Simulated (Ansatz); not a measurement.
# SrLiH3 (model cell, started as cubic perovskite with Sr in the octahedra): a soft mode frozen in, part 3 of 3

Wanted: the energy along a soft mode of SrLiH3 (model cell, started as cubic perovskite with Sr in the octahedra) and the structure at the end.

Ansatz 0.2.0; DFT PBEsol, scalar-relativistic, plane waves, PAW.

So far. Step 5 (Energy along the mode, all amplitudes (two of the runs …): The lowest of the steps tried is the last one, at 0.6 Å, 69.6 meV/atom below the parent; the bottom of the well need not coincide with a step. Step 7 (The new phase in its own primitive cell): The largest force component left is 0.038 meV/Å and the pressure is 0.001 GPa, within the tolerances set. The cell now holds 15.16 Å³/atom. The relaxed cell has a, b, c = 5.943, 8.857, 5.762 Å (conventional setting).

The structure was built from a prototype and need not be the compound's stable phase.

## (8) Modes of the new phase, k-mesh 6×6×6

A relaxed structure may still be a saddle point, so its zone-centre modes are computed. The response to a homogeneous field gives the Born charges and the dielectric tensor.

input.yaml

```yaml
crystal:
  lattice:
    - [-2.9714812115, 4.4286285338, 2.8807898471]
    - [2.9714812115, -4.4286285338, 2.8807898471]
    - [2.9714812115, 4.4286285338, -2.8807898471]
  atoms:
    - { symbol: Li, position: [0.3376106802, 0.0876106802, 0.25] }
    - { symbol: Li, position: [0.6623893198, 0.9123893198, 0.75] }
    - { symbol: Sr, position: [0.0, 0.5, 0.5] }
    - { symbol: Sr, position: [0.5, 0.5, 0.0] }
    - { symbol: H, position: [0.994033679, 0.244033679, 0.75] }
    - { symbol: H, position: [0.005966321, 0.755966321, 0.25] }
    - { symbol: H, position: [0.6311942067, 0.5, 0.6311942067] }
    - { symbol: H, position: [0.3688057933, 0.5, 0.3688057933] }
    - { symbol: H, position: [0.6311942067, 0.0, 0.1311942067] }
    - { symbol: H, position: [0.3688057933, 0.0, 0.8688057933] }
kpoints:
  mp_grid: { grid: [6, 6, 6] }
hamiltonian:
  xc: pbesol
scf:
  occupations: { method: fixed }
output:
  eigenvalues: true
phonons:
  method: dfpt
  dielectric: true
  rigid_motions: translations
```

Launch:

```bash
$ ansatz run input.yaml --threads 8 --pin off --max-ram 14336MiB --backend cpu --events-out ev --progress --plain --runs-dir out
```

Numbers of over 12 decimals in the logs are rounded to 6 here.

The log of the run:

```text
[...]
Crystal: 10 atoms, lattice volume = 151.640 Å³
Basis set: ecut = 420 eV, 2959 PW (Γ), exchange–correlation on 96×96×96 points (8 copies of the dense FFT grid, shifted against one another)
Bands: 26, of which v1, the nominal top of the filled ones, is band 16 counted from 1 (15 counted from 0)
Symmetry: 8 space group operations
k-points: 112 of 216 (irreducible under 1 space group operation, time reversal used)
[...]
SCF iter   1: F=—  HF=-7487.294157 eV  |F-HF|=—  |Δ(HF+E_count)|=         —  Δρ=6.65e-3  dr2=6.12e-2  ethr=1.77e-3  ⟨swp⟩=5.1  Hψ=13011  notcnv=0  defer=660
[...]
SCF iter   8: F=-7487.274440 eV  HF=-7487.274440 eV  |F-HF|=3.09e-11  |Δ(HF+E_count)|=  6.71e-10  Δρ=1.89e-7  dr2=5.17e-11  ethr=1.00e-12  ⟨swp⟩=18.5  Hψ=25291  notcnv=0
SCF 1 converged in 8 iterations: F = -7487.274440 eV  dr2 = 5.17e-11
[...]
NSCF: frozen V_eff on 5 k-points
DFPT response loops at Γ: preconditioner auto → Resta (q_TF=auto, 2.105 Å⁻¹)  ε∞=6.2 (no band partly filled); β = 1.00, the filter's whole step (`scf.mixing.beta` (0.50) is not read by the response loops at its default; to damp them type it under 1.00, their step now; it binds the ground state too); Broyden in place of MSR1
── the response to a field inside a basis, on 6×6×6 k-points: an SCF that follows is theirs, and a resumed run solves both again ──
Bands: 17, of which v1, the nominal top of the filled ones, is band 16 counted from 1 (15 counted from 0)
k-points: 45 of 216
[...]
Eigensolver: Dense (45 Hₖ)
SCF iter   1: F=—  HF=-7487.269480 eV  |F-HF|=—  |Δ(HF+E_count)|=         —  Δρ=1.37e-4  dr2=8.37e-6  ethr=1.00e-1
[...]
SCF iter   3: F=-7487.269487 eV  HF=-7487.269487 eV  |F-HF|=5.01e-8  |Δ(HF+E_count)|=   2.38e-6  Δρ=7.06e-6  dr2=8.46e-8  ethr=7.03e-9
SCF 1 converged in 3 iterations: F = -7487.269487 eV  dr2 = 8.46e-8
DFPT response loops at Γ: preconditioner auto → none (the input reference at scf.mixing.eps_inf says where Resta's filter doesn't serve); β = 0.50; Broyden in place of MSR1
SCF converged after 8 iterations
Free energy (F): -7487.274440 eV
[...]
Internal energy: -7487.274440 eV  (E = F + TS)
E sigma→0 (E₀):  -7487.274440 eV
Fermi energy:    2.497988 eV
[...]
--- Band table (eV; the first three rows and the last of 112) ---
  k-point 0: bands = [... 12 lower, 0.4092, 1.8122, 2.2898, 2.4980, 4.0614, 4.8049, 4.9842, 6.8848, ... 6 higher]
  k-point 1: bands = [... 12 lower, 0.5092, 1.6653, 1.9259, 2.1964, 4.3669, 4.9558, 5.4088, 6.6351, ... 6 higher]
  k-point 2: bands = [... 12 lower, 0.7735, 1.2271, 1.3714, 1.7635, 4.8662, 5.2313, 6.1286, 6.5495, ... 6 higher]
  k-point 111: bands = [... 12 lower, 0.4724, 0.8038, 1.2405, 1.4546, 4.0891, 5.0764, 5.7167, 6.8986, ... 6 higher]
--- Phonons (Γ-DFPT): 12 representative perturbations + reference, on 112 of 216 k-points (Σ response iterations 38) ---
  k mesh reduced under 1 symmetry operation, with k and −k counted as one. Each operation leaves every solved perturbation unchanged. A smaller set is not considered because the run solves the response to a homogeneous field
  ASR residual: 3.494e-4 → 0.000e0 eV/Å²; symmetrization residual: 6.705e-7 eV/Å²
  ASR residual per site (eV/Å²): 3.80e-5 3.80e-5 3.49e-4 3.49e-4 6.14e-5 6.14e-5 1.36e-5 1.36e-5 1.36e-5 1.36e-5
  Γ frequencies (cm⁻¹): -254.09 -244.04 0.00 0.00 0.00 27.39 68.46 100.37 114.83 219.81 222.10 285.65 293.02 293.46 295.63 436.09 490.22 536.83 565.32 616.41 670.61 673.32 759.22 808.29 957.47 987.79 1097.90 1102.81 1144.08 1204.92
  ε∞ (high-frequency dielectric tensor):
        4.192852     0.000000     0.000000
        0.000000     4.040465     0.000000
        0.000000     0.000000     3.615680
  softest optical mode at Γ: -254.09 cm⁻¹; the repairs (sum rule, projections) moved no ω² at Γ by more than (4.69 cm⁻¹)²
  Born effective charges Z* (e; rows j = field, columns β = displacement):
    site 0:
         1.14697   -0.00000    0.00000
         0.00000    0.76767    0.00000
         0.00000    0.00000    0.84168
    site 1:
         1.14697   -0.00000    0.00000
         0.00000    0.76767    0.00000
         0.00000    0.00000    0.84168
    site 2:
         2.13970   -0.00000    0.00000
         0.00000    2.30615   -0.09303
         0.00000   -0.07100    1.98854
    site 3:
         2.13970   -0.00000    0.00000
         0.00000    2.30615    0.09303
         0.00000    0.07100    1.98854
    site 4:
        -0.99592   -0.00000    0.00000
         0.00000   -1.12467    0.00000
         0.00000    0.00000   -1.03452
    site 5:
        -0.99592   -0.00000    0.00000
         0.00000   -1.12467    0.00000
         0.00000    0.00000   -1.03452
    site 6:
        -1.14538    0.00000   -0.08032
         0.00000   -0.97457    0.00000
         0.08499   -0.00000   -0.89785
    site 7:
        -1.14538    0.00000   -0.08032
         0.00000   -0.97457    0.00000
         0.08499    0.00000   -0.89785
    site 8:
        -1.14538   -0.00000    0.08032
         0.00000   -0.97457   -0.00000
        -0.08499    0.00000   -0.89785
    site 9:
        -1.14538   -0.00000    0.08032
         0.00000   -0.97457    0.00000
        -0.08499    0.00000   -0.89785
  Z* charge neutrality: 5.462e-3 e pre-enforcement
  solved inside a basis spanned on kpoints, on 6×6×6 k-points, its susceptibility summed on 8×10×8: ε∞ is read to err by 1.4e-2, Z* by 1.4e-2 e (field_mesh: kpoints solves on kpoints); Z* is corrected for what the basis lacks
  optical modes at Γ without the LO–TO term, one row a degenerate level:
      ω (cm⁻¹)  modes    IR ((D/Å)²/amu)
       -254.09      1           125.8075
       -244.04      1             0.0000
         27.39      1             1.1271
         68.46      1             7.1403
        100.37      1             0.3101
        114.83      1             0.0000
        219.81      1             0.0000
[...]
optical modes at Γ + LO–TO along q̂ = [1.0000, 0.0000, 0.0000]:
      ω (cm⁻¹)  modes    IR ((D/Å)²/amu)
[...]
optical modes at Γ + LO–TO along q̂ = [0.0000, 1.0000, 0.0000]:
      ω (cm⁻¹)  modes    IR ((D/Å)²/amu)
[...]
optical modes at Γ + LO–TO along q̂ = [0.0000, 0.0000, 1.0000]:
      ω (cm⁻¹)  modes    IR ((D/Å)²/amu)
[...]
616.41      1             3.9275
        670.61      1             0.0000
        673.32      1             0.0000
        684.53      1            16.9026
        759.22      1             0.0000
        901.44      1            42.4596
        957.47      1             0.0000
        987.79      1             0.0000
       1097.90      1            49.3154
       1102.81      1             0.0000
       1204.92      1             0.0000
       1225.85      1            70.3664
```

Run time: 82 s. Hardware: 8 threads of Arm Neoverse V2, shared host; peak memory 2 GiB; 10 min of CPU time.

This step gave:

```yaml
sum_rule_residual_before_enforcement: 3.49e-4 eV/Å²
miss_of_the_charge_sum_rule: 0.005462 e
estimated_error_of_the_dielectric_tensor: 0.01417
estimated_error_of_the_born_charges: 0.01350 e
point_group: mmm
highest_optical_mode_at_the_zone_centre_no_lo_to_term: 1205 cm⁻¹
lowest_optical_zone_centre_mode: -254.1 cm⁻¹
mean_high_frequency_dielectric_constant: 3.950
largest_born_charge_third_of_the_trace: 2.145 e
top_of_the_zone_centre_spectrum_with_the_field: 1226 cm⁻¹
```

Without the LO-TO term. Patterns of degenerate modes are one choice out of their space. The modes at Γ (shares of kinetic energy by element, %) (negative means imaginary):

| mode | frequency (cm⁻¹) | symmetry | Li % | Sr % | H % |
| --- | --- | --- | --- | --- | --- |
| 1 | -254.1 | B3u | 7 | 1 | 92 |
| 2 | -244.0 | B1g | 0 | 0 | 100 |
| 3 | 0.0 | acoustic | 7 | 90 | 3 |
| 4 | 0.0 | acoustic | 7 | 90 | 3 |
| 5 | 0.0 | acoustic | 7 | 90 | 3 |
| 6 | 27.4 | B1u | 6 | 92 | 2 |
| 7 | 68.5 | B2u | 9 | 85 | 6 |
| 8 | 100.4 | B3u | 59 | 6 | 35 |
| 9 | 114.8 | Au | 0 | 98 | 2 |
| 10 | 219.8 | B3g | 94 | 0 | 6 |
| 11 | 222.1 | B2g | 99 | 0 | 1 |
| 12 | 285.6 | B2u | 69 | 23 | 8 |
| 13 | 293.0 | B1u | 75 | 17 | 8 |
| 14 | 293.5 | B3u | 27 | 3 | 70 |
| 15 | 295.6 | Ag | 93 | 0 | 7 |
| 16 | 436.1 | B3g | 1 | 0 | 99 |
| 17 | 490.2 | B2u | 15 | 2 | 83 |
| 18 | 536.8 | Au | 0 | 2 | 98 |
| 19 | 565.3 | B1u | 9 | 0 | 91 |
| 20 | 616.4 | B2u | 0 | 1 | 99 |
| 21 | 670.6 | B3g | 5 | 0 | 95 |
| 22 | 673.3 | B2g | 1 | 0 | 99 |
| 23 | 759.2 | Ag | 7 | 0 | 93 |
| 24 | 808.3 | B1u | 3 | 0 | 97 |
| 25 | 957.5 | B2g | 0 | 0 | 100 |
| 26 | 987.8 | Ag | 0 | 0 | 100 |
| 27 | 1097.9 | B3u | 0 | 1 | 99 |
| 28 | 1102.8 | B1g | 0 | 0 | 100 |
| 29 | 1144.1 | B1u | 0 | 1 | 99 |
| 30 | 1204.9 | B3g | 0 | 0 | 100 |

Displacements in mode 1 (-254.1 cm⁻¹), the largest set to 1:
```
Li1 -0.15  0.00  0.00
Li2 -0.15  0.00  0.00
Sr3 -0.01  0.00  0.00
Sr4 -0.01  0.00  0.00
H5   1.00  0.00  0.00
H6   1.00  0.00  0.00
H7   0.50  0.00  0.48
H8   0.50  0.00  0.48
H9   0.50  0.00 -0.48
H10  0.50  0.00 -0.48
```

Displacements in mode 6 (27.4 cm⁻¹), the largest set to 1:
```
Li1  0.00  0.00 -0.92
Li2  0.00  0.00 -0.92
Sr3  0.00 -1.00  0.10
Sr4  0.00  1.00  0.10
H5   0.00  0.00 -0.72
H6   0.00  0.00 -0.72
H7  -0.08  0.00 -0.73
H8  -0.08  0.00 -0.73
H9   0.08  0.00 -0.73
H10  0.08  0.00 -0.73
```

Optical modes at the zone centre, without and with the macroscopic field of the longitudinal modes; each column is sorted by frequency, so a row need not hold one and the same mode. Modes with and without the field, by row:

| rank among optical modes | no field (cm⁻¹) | q along (1, 0, 0) (cm⁻¹) | q along (0, 1, 0) (cm⁻¹) | q along (0, 0, 1) (cm⁻¹) |
| --- | --- | --- | --- | --- |
| 1 | -254.1 | -244 | -254.1 | -254.1 |
| 2 | -244 | 27.4 | -244 | -244 |
| 3 | 27.4 | 68.5 | 27.4 | 52.7 |
| 4 | 68.5 | 99.2 | 100.4 | 68.5 |
| 5 | 100.4 | 114.8 | 110.2 | 100.4 |
| 6 | 114.8 | 219.8 | 114.8 | 114.8 |
| 7 | 219.8 | 222.1 | 219.8 | 219.8 |
| 8 | 222.1 | 285.6 | 222.1 | 222.1 |
| 9 | 285.6 | 287.4 | 292.6 | 285.6 |
| 10 | 293 | 293 | 293 | 293.5 |
| 11 | 293.5 | 295.6 | 293.5 | 295.6 |
| 12 | 295.6 | 436.1 | 295.6 | 297.4 |
| 13 | 436.1 | 490.2 | 436.1 | 436.1 |
| 14 | 490.2 | 536.8 | 536.8 | 490.2 |
| 15 | 536.8 | 549.6 | 565.3 | 536.8 |
| 16 | 565.3 | 565.3 | 612.2 | 616.4 |
| 17 | 616.4 | 616.4 | 670.6 | 670.6 |
| 18 | 670.6 | 670.6 | 673.3 | 673.3 |
| 19 | 673.3 | 673.3 | 759.2 | 684.5 |
| 20 | 759.2 | 759.2 | 808.3 | 759.2 |
| 21 | 808.3 | 808.3 | 872.7 | 901.4 |
| 22 | 957.5 | 957.5 | 957.5 | 957.5 |
| 23 | 987.8 | 987.8 | 987.8 | 987.8 |
| 24 | 1098 | 1103 | 1098 | 1098 |
| 25 | 1103 | 1144 | 1103 | 1103 |
| 26 | 1144 | 1199 | 1144 | 1205 |
| 27 | 1205 | 1205 | 1205 | 1226 |

Born charge (rows field, columns displacement) (e), principal values of the symmetric part by kind of site:

| atom | atoms with these values | low | middle | high | mean |
| --- | --- | --- | --- | --- | --- |
| Li1 | 2 | 0.77 | 0.84 | 1.15 | 0.92 |
| Sr3 | 2 | 1.97 | 2.14 | 2.33 | 2.14 |
| H5 | 2 | -1.12 | -1.03 | -1.00 | -1.05 |
| H7 | 4 | -1.15 | -0.97 | -0.90 | -1.01 |

In full for Sr3:

```
 2.14  0.00  0.00
 0.00  2.31 -0.09
 0.00 -0.07  1.99
```

High-frequency dielectric tensor:

```
4.19 0.00 0.00
0.00 4.04 0.00
0.00 0.00 3.62
```

Transverse modes; imaginary modes are left out. Infrared lines, with heights relative to the strongest:

| position (cm⁻¹) | relative intensity |
| --- | --- |
| 27 | 0.8 |
| 68 | 5.2 |
| 100 | 0.2 |
| 115 | 0.0 |
| 220 | 0.0 |
| 222 | 0.0 |
| 286 | 3.2 |
| 293 | 1.2 |
| 294 | 1.3 |
| 296 | 0.0 |
| 436 | 0.0 |
| 490 | 100 |
| 537 | 0.0 |
| 565 | 49 |
| 616 | 2.9 |
| 671 | 0.0 |
| 673 | 0.0 |
| 759 | 0.0 |
| 808 | 21 |
| 958 | 0.0 |
| 988 | 0.0 |
| 1098 | 36 |
| 1103 | 0.0 |
| 1144 | 23 |
| 1205 | 0.0 |

Before it was imposed, the acoustic sum rule was missed by 3.5e-4 eV/Å² and the charge sum rule by 0.0055 e. Small misses are needed for a sound result but don't prove that mesh and cutoff are converged. The lowest optical mode is imaginary, 254.1i cm⁻¹, so the energy falls along it.

## (9) What came out

* unstable mode of the parent: q = (-0.5, -0.5, -0.5), 560i cm⁻¹
* depth at the lowest point sampled: 69.6 meV/atom
* largest atomic shift at that point: 0.6 Å
* space group reached (within 0.01 Å): Imma
* energy gained over the parent (first relaxation, on the mesh of the frozen mode): 264 meV/atom
* volume per atom, phase reached: 15.2 Å³
* gap on the k-mesh, phase reached: 1.56 eV
* lowest optical zone-centre mode, phase reached: -254 cm⁻¹
* highest optical mode at the zone centre (no LO-TO term), phase reached: 1205 cm⁻¹

**Reading.** Along this mode the structure falls into Imma, 264 meV/atom below the parent. At the parent's cell the well is 69.57 meV/atom deep on the steps tried, with its lowest point at a shift of 0.6 Å. That is the last step tried, so the steps alone don't bracket the bottom of the well. Relaxing atoms and cell changes the gain by +194.65 meV/atom against the lowest step (energies at zero smearing). Most of the total comes from this relaxation. The new phase still has an imaginary mode at the zone centre of its cell, so it is a saddle point on the way to a lower structure. Of the 5 patterns followed to their end from this parent, this one ends 47.6 meV/atom above the lowest, R-3c. Each path keeps the symmetry of its pattern, so a lower phase may lie along a pattern not tried. The starting cell was built on a prototype and not taken from a measurement, so the phase need not exist.

[Logs are printed without paths, hosts, clocks, repeated set-up lines and the standing remarks that a program may print on its own settings, such as how far it seeks lower states.]

[Hosts, paths, dates, database ids (printed as entryN), source tags and the programs' standing remarks are cut or masked in the printed files.]
